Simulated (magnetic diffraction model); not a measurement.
# Which magnetic order? MnAl2H8

Space group P-4n2 (no. 118), a = 6.0670 Å, c = 6.3950 Å.

| site | atom | x | y | z |
| --- | --- | --- | --- | --- |
| 2b | Mn | 0 | 0 | 1/2 |
| 4f | Al | 0.7488 | 0.7512 | 1/4 |
| 8i | H | 0.3582 | 0.8219 | 0.9073 |
| 8i | H | 0.2171 | 0.0366 | 0.2144 |

The compound is invented for this exercise: a known structure type with other elements, its cell scaled to their sizes and not relaxed.

Only Mn is taken to order (form factors of Mn2+); orders and moment sizes are assumed, and not adapted to the symmetry. Radiation: neutrons of λ = 2.52 Å, 8° to 65°; isotropic B of 0.43 Å² (Mn), 0.55 Å² (Al) and 0.81 Å² (H). The intensities are simulated: I ∝ L Σ (|F_N|² + |F_M⊥|²) for unpolarised neutrons, with F_M = 2.695 fm/μB × Σ f(s) S exp(2πi Q·r) exp(−B s²) at Q = H ± k (one set where k and −k are equivalent), only the part normal to Q counting and L = 1/(sin²θ cos θ). For collinear order S is the moment m, which repeats by lattice and centring translations R with the sign exp(−2πi k·R). Form factors are spin-only for 3d ions and dipole or tabulated for f ions, scattering lengths are Sears's of 1992, and absorption is left out. A label names one of the reflections at its angle. The strongest nuclear line in the range is 100, and lines under 0.2 are left out.

Above the ordering temperature:

```tsv
2θ (°)	index	I
33.27	(1 0 1)	34.4
34.16	(1 1 0)	11.0
41.42	(1 1 1)	9.5
46.41	(0 0 2)	4.4
49.08	(2 0 0)	15.6
55.34	(2 1 0)	100.0
58.88	(1 1 2)	0.3
60.59	(2 1 1)	99.0
```

Below it (cell unchanged):

```tsv
2θ (°)	I
16.46	55.4
29.22	24.5
33.27	34.4
34.16	11.0
36.51	11.8
38.14	6.1
41.42	9.5
44.15	12.4
45.55	7.5
46.41	4.4
49.08	15.6
50.86	3.8
52.12	5.1
55.34	100.0
56.98	5.2
58.88	0.3
60.45	3.1
60.59	99.0
62.70	3.7
63.80	4.2
```

**Question.** Check that the new lines index with k = (1/2 0 1/2), then choose among these models:
A. collinear moments along [110], 1.84 μB on Mn; signs + at (0, 0, 1/2), + at (1/2, 1/2, 0)
B. collinear moments along [111], 1.84 μB on Mn; signs + at (0, 0, 1/2), + at (1/2, 1/2, 0)
C. collinear moments along [110], 1.84 μB on Mn; signs + at (0, 0, 1/2), − at (1/2, 1/2, 0)
D. collinear moments along [111], 1.84 μB on Mn; signs + at (0, 0, 1/2), − at (1/2, 1/2, 0)

The new lines index as (1/2 0 1/2) at 16.46°, (1/2 1 -1/2) at 29.22°, (1/2 0 -3/2) at 36.51° and (3/2 0 -1/2) at 38.14°, that is as H ± k with k = (1/2 0 1/2), one of 2 inequivalent arms of its star (k and −k counted as one), which a powder can't tell apart. Half indices mean that the moments reverse under translations with k·R a half-integer, and the magnetic cell has twice the primitive volume.

Magnetic intensity, observed (below minus above) and for each model:

| 2θ (°) | index | observed | A | B | C | D |
| --- | --- | --- | --- | --- | --- | --- |
| 16.46 | (1/2 0 -1/2) | 55.4 | 55.4 | 24.3 | 55.4 | 75.2 |
| 29.22 | (1/2 1 1/2) | 24.5 | 24.5 | 33.2 | 24.5 | 24.0 |
| 36.51 | (1/2 0 3/2) | 11.8 | 11.8 | 10.7 | 11.8 | 5.4 |
| 38.14 | (3/2 0 1/2) | 6.1 | 6.1 | 9.7 | 6.1 | 5.4 |
| 44.15 | (1/2 1 -3/2) | 12.4 | 12.4 | 7.8 | 12.4 | 12.3 |
| 45.55 | (3/2 1 -1/2) | 7.5 | 7.5 | 7.6 | 7.5 | 11.5 |
| 50.86 | (3/2 0 -3/2) | 3.8 | 3.8 | 1.7 | 3.8 | 5.2 |
| 56.98 | (3/2 1 3/2) | 5.2 | 5.2 | 7.0 | 5.2 | 2.9 |

Models A and C match alike on every line, so these data can't choose among them (such ties are often domains of one structure).

The structure used: k = (1/2 0 1/2), collinear moments along [110], 1.84 μB on Mn; signs + at (0, 0, 1/2), + at (1/2, 1/2, 0).

[Logs are printed without paths, hosts, clocks, repeated set-up lines and the standing remarks that a program may print on its own settings, such as how far it seeks lower states.]
